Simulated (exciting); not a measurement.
The Se K edge of atom 2 in SnSe, space group Fm-3m, with 6 Sn at 3.01 Å (octahedral, site symmetry m-3m), was computed at 2 levels: exchange and screened direct term (singlet BSE) and independent particles. Common settings: exciting, all-electron LAPW+lo, LDA, 5×5×5 shifted k points, 21 conduction bands, |G+q| up to 3 bohr⁻¹, full RPA screening with nempty = 44, Lorentzian half width 1.17 eV.

Energy from the Kohn–Sham onset, core level to the lowest empty state found on the meshes used; all runs on one relative scale:

```csv
E (eV),run 1,run 2
-7.5,0.03,0.04
-7.0,0.03,0.04
-6.5,0.03,0.05
-6.0,0.04,0.05
-5.5,0.04,0.06
-5.0,0.05,0.06
-4.5,0.05,0.07
-4.0,0.06,0.09
-3.5,0.07,0.10
-3.0,0.08,0.12
-2.5,0.09,0.14
-2.0,0.11,0.18
-1.5,0.13,0.23
-1.0,0.17,0.30
-0.5,0.22,0.42
0.0,0.29,0.59
0.5,0.39,0.81
1.0,0.52,1.05
1.5,0.66,1.27
2.0,0.81,1.42
2.5,0.98,1.47
3.0,1.13,1.40
3.5,1.24,1.24
4.0,1.23,1.03
4.5,1.13,0.84
5.0,0.95,0.66
5.5,0.75,0.52
6.0,0.57,0.42
6.5,0.45,0.36
7.0,0.38,0.33
7.5,0.35,0.31
8.0,0.33,0.32
8.5,0.33,0.33
9.0,0.34,0.36
9.5,0.37,0.39
10.0,0.40,0.43
10.5,0.43,0.46
11.0,0.47,0.50
11.5,0.50,0.53
12.0,0.52,0.54
12.5,0.54,0.55
13.0,0.56,0.56
13.5,0.57,0.56
14.0,0.58,0.55
14.5,0.57,0.53
15.0,0.56,0.51
15.5,0.54,0.49
16.0,0.53,0.48
16.5,0.53,0.49
17.0,0.54,0.51
17.5,0.58,0.54
18.0,0.61,0.56
18.5,0.65,0.58
19.0,0.68,0.58
```

Which run is which, and why?

Run 1: independent particles; highest local maximum in the window at 3.8 eV. Run 2: exchange and screened direct term (singlet BSE); highest local maximum in the window at 2.5 eV. The attractive direct term pulls weight down: the curves pass 0.22 at -0.4 and -1.5 eV in the order of the runs. Fine structure above the first lines is partly noise of the 125-point mesh.

[Banner, clock and machine lines of the logs are left out without a mark of their own.]

[Logs are printed without paths, hosts, clocks, repeated set-up lines and the standing remarks that a program may print on its own settings, such as how far it seeks lower states.]

[Hosts, paths, dates, database ids (printed as entryN), source tags and the programs' standing remarks are cut or masked in the printed files.]
